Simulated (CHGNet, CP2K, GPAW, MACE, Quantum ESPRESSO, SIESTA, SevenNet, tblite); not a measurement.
# Running generalised stacking fault on (111) (shuffle set) of a GaAs-GaSb solid solution (48 atoms) with GPAW, part 2 of 2

Wanted: GPAW inputs and outputs for generalised stacking fault on (111) (shuffle set) of a GaAs-GaSb solid solution (48 atoms), checked against a plane-wave reference.

Program: GPAW 26.7.0; the method stands at each step. Banners, paths, timers and routine set-up lines are dropped from the logs unmarked, and long logs keep their key lines alone; longer cuts are marked.

So far. Step 3 (PBE, plane waves 550 eV): Against the first run (8.7 %), the force difference from the reference is 3.5 %, at 2.4 times the CPU time. Step 4 (PBE, LCAO dzp, h 0.22 Å): Against the first run (8.7 %), the force difference from the reference is 8.7 %, at 0.78 times the CPU time: the change moves forces by 6.1 meV/Å r.m.s., so most of the difference comes from elsewhere.

### 5. PBE, LCAO sz(dzp), h 0.2 Å

Method: Kohn-Sham DFT, PBE, PAW, atomic orbitals (sz(dzp)).

run.py

```python
import numpy as np
from ase.io import read
from gpaw import GPAW, FermiDirac

atoms = read("structure.xyz")
atoms.calc = GPAW(
    mode="lcao",
    basis="sz(dzp)",
    h=0.2,
    xc="PBE",
    kpts={"size": (1, 1, 1), "gamma": True},
    occupations=FermiDirac(0.05),
    maxiter=200,
    symmetry={"point_group": False},
    txt="gpaw.txt",
)
energy = atoms.get_potential_energy(force_consistent=True)
forces = atoms.get_forces()
print(f"energy {energy:.6f} eV")
print("forces (eV/A)")
for i, (a, f) in enumerate(zip(atoms, forces)):
    print(f"{i:4d} {a.symbol:2s} {f[0]:10.5f} {f[1]:10.5f} {f[2]:10.5f}")
print(f"Fermi level {atoms.calc.get_fermi_level():.4f} eV")
for k in range(len(atoms.calc.get_ibz_k_points())):
    for s in range(atoms.calc.get_number_of_spins()):
        e = atoms.calc.get_eigenvalues(kpt=k, spin=s)
        n = np.searchsorted(e, atoms.calc.get_fermi_level())
        print(f"k {k} spin {s} levels about the Fermi level:", np.round(e[max(n - 6, 0):n], 4).tolist(), "|", np.round(e[n:n + 6], 4).tolist())
```

structure.xyz

```xyz
48
Lattice="8.26650 0.00000 0.00000 0.00000 7.15900 0.00000 2.41109 0.00000 20.24871" Properties=species:S:1:pos:R:3 pbc="T T T"
[... 48 atom lines left out: the same atoms as in the first run ...]
```

The run is started by

```bash
$ OMP_NUM_THREADS=1 python run.py > output.txt
```

Log:

```text
energy -144.950270 eV
forces (eV/A)
   0 Ga    0.55830    1.96701    1.42496
   1 Sb    2.30497    1.71697   -1.90630
   2 Ga   -0.73519    0.58344    0.58887
   3 As   -0.44526   -0.13625   -0.44904
   4 Ga   -1.68002    0.00755    1.28330
   5 As    0.38858   -0.29728   -0.92708
   6 Ga    1.78347   -0.60159    1.21934
   7 As   -0.47633    0.27284   -0.37265
   8 Ga   -0.17943    1.81834    1.55601
   9 As    0.56707   -0.32171   -0.52157
  10 Ga   -3.27137   -2.05404    2.18415
  11 As    0.87450    0.20084   -0.82183
[...]
43 As   -0.57325    0.05337   -0.80258
  44 Ga   -1.67037   -0.76421    0.67520
  45 As   -0.59658    0.01966   -0.03225
  46 Ga    0.09339   -0.60870   -2.88064
  47 Sb    1.86278    1.26062    0.60408
Fermi level 5.0411 eV
k 0 spin 0 levels about the Fermi level: [4.4729, 4.5925, 4.7389, 4.8116, 4.9126, 4.9643] | [5.1016, 5.2128, 5.4918, 5.5588, 5.738, 5.8919]
```

gpaw.txt:

```text
Input parameters:
  mode=LCAO(),
  basis={'default': 'sz(dzp)'},
  h=0.2,
  kpts=MonkhorstPack(size=(1, 1, 1), gamma=True),
  maxiter=200,
  occupations=Occupations(name='fermi-dirac', width=0.05, fixmagmom=False),
  symmetry=Symmetry(point_group=False),
  xc=XC(name='PBE')
[... lines left out ...]
  Fermi-Dirac:
[... lines left out ...]
convergence criteria:
- Maximum [total energy] change in last 3 cyles: 0.0005 eV / valence electron
[... lines left out ...]
Converged in 17 steps
[... lines left out ...]
  Free energy:    -144.950270
[... lines left out ...]
Fermi level: 5.041
[... lines left out ...]
|          0 |       -23.795 |     2.000 |
|        ... |               |           |
|        138 |         4.323 |     2.000 |
|        139 |         4.438 |     2.000 |
[...]
|        153 |         6.096 |     0.000 |
|        ... |               |           |
|        179 |         9.458 |     0.000 |
Gap: 0.137 eV
Transition (v -> c):
  (s=0, k=0, n=145, [0.00, 0.00, 0.00]) -> (s=0, k=0, n=146, [0.00, 0.00, 0.00])
No difference between direct/indirect transitions
Force computation time: 4.833  # s
timing:  # [seconds]
  Total:  59.770  # ━━━━━━━━━━━━━━━━━━━━━━━━━━━━━━━━━━━━━━━━━━━━━━━━━━━━━━━━━
  Init:    6.610  # ━━━━━━╸
  SCF:    48.306  # ━━━━━━━━━━━━━━━━━━━━━━━━━━━━━━━━━━━━━━━━━━━━━━
  Forces:  4.833  # ━━━━╸
```

Run time: 61 s. Hardware: 1 thread of Arm Neoverse V1, shared host; peak memory 0.99 GiB.

Compared with the plane-wave run:

- r.m.s. force component: 1.108 eV/Å
- r.m.s. difference of force components: 231.2 meV/Å
- longest difference of force vectors: 841.8 meV/Å
- force difference over r.m.s. force: 25.77 %
- slope of forces against the reference's: 1.229
- correlation of force components: 0.9954

This is a coarse setting, run to see what it loses.

Against the first run (8.7 %), the force difference from the reference is 26 %, at 0.32 times the CPU time, with 242 basis functions against 724: the smaller basis costs accuracy.

### 6. PBE, LCAO dzp, h 0.2 Å, other mixer settings

Method: Kohn-Sham DFT, PBE, PAW, atomic orbitals (dzp).

Changes to run.py since step 5:

```diff
@@ -2,3 +2,3 @@
 from ase.io import read
-from gpaw import GPAW, FermiDirac
+from gpaw import GPAW, FermiDirac, Mixer
 
@@ -7,3 +7,3 @@
     mode="lcao",
-    basis="sz(dzp)",
+    basis="dzp",
     h=0.2,
@@ -12,2 +12,3 @@
     occupations=FermiDirac(0.05),
+    mixer=Mixer(0.03, 7, 100),
     maxiter=200,
```

structure.xyz is that of step 5.

Log:

```text
energy -162.064575 eV
forces (eV/A)
   0 Ga    0.54619    1.74152    1.12994
   1 Sb    2.00499    1.56460   -1.64534
   2 Ga   -0.80806    0.48930    0.63344
   3 As   -0.34583   -0.13495   -0.54662
   4 Ga   -1.37448    0.05438    0.90785
   5 As    0.17253   -0.15330   -0.75828
   6 Ga    1.45056   -0.63267    1.07836
   7 As   -0.40355    0.24071   -0.42505
   8 Ga   -0.06469    1.56097    1.37585
   9 As    0.59964   -0.20528   -0.31002
  10 Ga   -2.89831   -1.87079    1.94744
  11 As    0.68375    0.20836   -0.76662
[...]
43 As   -0.46159    0.07649   -0.71450
  44 Ga   -1.33172   -0.64706    0.70767
  45 As   -0.48970    0.04938   -0.01624
  46 Ga    0.03005   -0.43045   -2.47879
  47 Sb    1.61038    1.10524    0.65537
Fermi level 5.1473 eV
k 0 spin 0 levels about the Fermi level: [4.5724, 4.7153, 4.8723, 4.9179, 5.0306, 5.0982] | [5.2053, 5.2402, 5.4918, 5.5239, 5.7136, 5.8906]
```

gpaw.txt:

```text
Input parameters:
  mode=LCAO(),
  basis={'default': 'dzp'},
  h=0.2,
  kpts=MonkhorstPack(size=(1, 1, 1), gamma=True),
  maxiter=200,
  mixer=Pulay(name='pulay', nmaxold=7, beta=0.03, weight=100, sigma=0.015, g_ss=None),
  occupations=Occupations(name='fermi-dirac', width=0.05, fixmagmom=False),
[... lines left out ...]
  Fermi-Dirac:
[... lines left out ...]
convergence criteria:
- Maximum [total energy] change in last 3 cyles: 0.0005 eV / valence electron
[... lines left out ...]
Converged in 20 steps
[... lines left out ...]
  Free energy:    -162.064575
[... lines left out ...]
Fermi level: 5.147
[... lines left out ...]
|          0 |       -24.093 |     2.000 |
|        ... |               |           |
|        138 |         4.389 |     2.000 |
|        139 |         4.505 |     2.000 |
[...]
|        153 |         6.126 |     0.000 |
|        ... |               |           |
|        179 |         8.971 |     0.000 |
Gap: 0.107 eV
Transition (v -> c):
  (s=0, k=0, n=145, [0.00, 0.00, 0.00]) -> (s=0, k=0, n=146, [0.00, 0.00, 0.00])
No difference between direct/indirect transitions
Force computation time: 20.977  # s
timing:  # [seconds]
  Total:  218.630  # ━━━━━━━━━━━━━━━━━━━━━━━━━━━━━━━━━━━━━━━━━━━━━━━━━━━━━━━━
  Init:     8.366  # ━━
  SCF:    189.263  # ━━━━━━━━━━━━━━━━━━━━━━━━━━━━━━━━━━━━━━━━━━━━━━━━╸
  Forces:  20.977  # ━━━━━╸
```

Elapsed: 3.7 min, on 1 thread; peak memory 1.2 GiB.

Numbers from this run, and their distance from the reference:

```
r.m.s. force component                          : 0.9656 eV/Å
r.m.s. difference of force components           : 77.78 meV/Å
longest difference of force vectors             : 259.8 meV/Å
force difference over r.m.s. force              : 8.671 %
slope of forces against the reference's         : 1.076
correlation of force components                 : 0.9992
energy less the same-level run's                : 0 meV/atom
r.m.s. force difference from the same-level run : 2.278 meV/Å
```

Against the first run (8.7 %), the force difference from the reference is 8.7 %, at 1.2 times the CPU time: another solver or mixer reaches the same state.

### 7. Side by side

Differences are against the plane-wave reference, forces as r.m.s. over components; share is that over the reference's r.m.s. force, slope the least-squares factor from reference forces to these. Total energies of different programs have different zeros and aren't compared.

```csv
run,"Δ force, r.m.s. (meV/Å)",share (%),slope,Δ pressure (GPa),cores,CPU time,memory (GiB)
reference,-,-,-,-,4,10 min,1.5
"GPAW PBE, LCAO dzp, h 0.2 Å",78.3,8.73,1.076,-,1,3.2 min,1.3
"GPAW PBE, plane waves 550 eV",31.7,3.54,1.021,0.487,1,7.7 min,1.0
"GPAW PBE, LCAO dzp, h 0.22 Å (coarse)",78.2,8.72,1.076,-,1,2.5 min,0.98
"GPAW PBE, LCAO sz(dzp), h 0.2 Å (coarse)",231,25.8,1.229,-,1,61 s,0.99
"GPAW PBE, LCAO dzp, h 0.2 Å, other mixer settings",77.8,8.67,1.076,-,1,3.7 min,1.2
```

Rows marked coarse were listed beforehand as settings not expected to be converged; some can still land near the reference.

CPU time is summed over cores on a shared host, where runs went side by side, so it is rough. Symmetry, cutoffs, thresholds, outputs and thread counts weren't matched or tuned between programs; memory under MPI is the largest rank's times the ranks.

Within one program, basis, potentials and functional, energies share a zero. Each run against its twin at the usual cutoff or grid and solver:

```csv
run,twin,Δ energy (meV/atom),"Δ force, r.m.s. (meV/Å)",CPU time over the twin's
"GPAW PBE, LCAO dzp, h 0.22 Å","LCAO dzp, h 0.2 Å",7.17,6.14,0.78
"GPAW PBE, LCAO dzp, h 0.2 Å, other mixer settings","LCAO dzp, h 0.2 Å",0,2.28,1.2
```

### 8. Results

| Quantity | Value |
| --- | --- |
| nearest in forces | GPAW PBE, plane waves 550 eV, 3.5 % |
| its CPU time | 7.7 min |

**Reading.** PBE on plane waves or a grid with other potentials, cutoffs or grids, coarse settings apart, differs from the reference by 3.5 % (GPAW PBE, plane waves 550 eV) of the r.m.s. force; this holds the reference's own error, so differences of a few per cent don't tell which side is nearer the exact PBE result. The PBE runs in local orbitals, coarse settings apart, differ by 8.7 % in each run; basis, grid and potentials can all enter. Runs with settings chosen to be coarse differ by 8.7 % (GPAW PBE, LCAO dzp, h 0.22 Å) to 26 % (GPAW PBE, LCAO sz(dzp), h 0.2 Å), their programs' other errors included. Of the electronic-structure runs that take under half the reference's CPU time, GPAW PBE, LCAO dzp, h 0.2 Å, other mixer settings is among the nearest, at 8.7 % in 3.7 min against 10 min. GPAW PBE, LCAO sz(dzp), h 0.2 Å stiffens the forces by a factor of 1.23 while following their directions (correlation 0.995); the slopes of the 5 GPAW runs lie between 1.02 and 1.23. The potentials hold different valence shells: 676 electrons in the reference, 292 in GPAW; this bears on time and differences. GPAW's setups keep the filled d shell of Ga in the core. The reference's pressure holds the uncorrected Pulay stress of its 40 Ry basis, so small pressure differences, and their order, may be the reference's own error. GPAW's Ga setup keeps the 3d shell in the core. The reference's stress is far from hydrostatic: its diagonal is 11.6, 1.5, 3.5 GPa, compression counted positive. The host structure and its lattice constant were typed by rule, without a check against the phase diagram. The reference's pressure of 5.5 GPa belongs to a cell and atoms that aren't relaxed at this level. The electronic-structure runs sample only Γ, in a cell whose shortest periodic width is 7 Å, which is coarse for a cell with partly filled levels. Spin–orbit coupling is left out, which matters for the levels of the heavy elements.

[Also dropped from logs without a mark: logging warnings of Python, and SIESTA's first energy breakdown and zero terms.]

[Logs are printed without paths, hosts, clocks, repeated set-up lines and the standing remarks that a program may print on its own settings, such as how far it seeks lower states.]

[Hosts, paths, dates, database ids (printed as entryN), source tags and the programs' standing remarks are cut or masked in the printed files.]
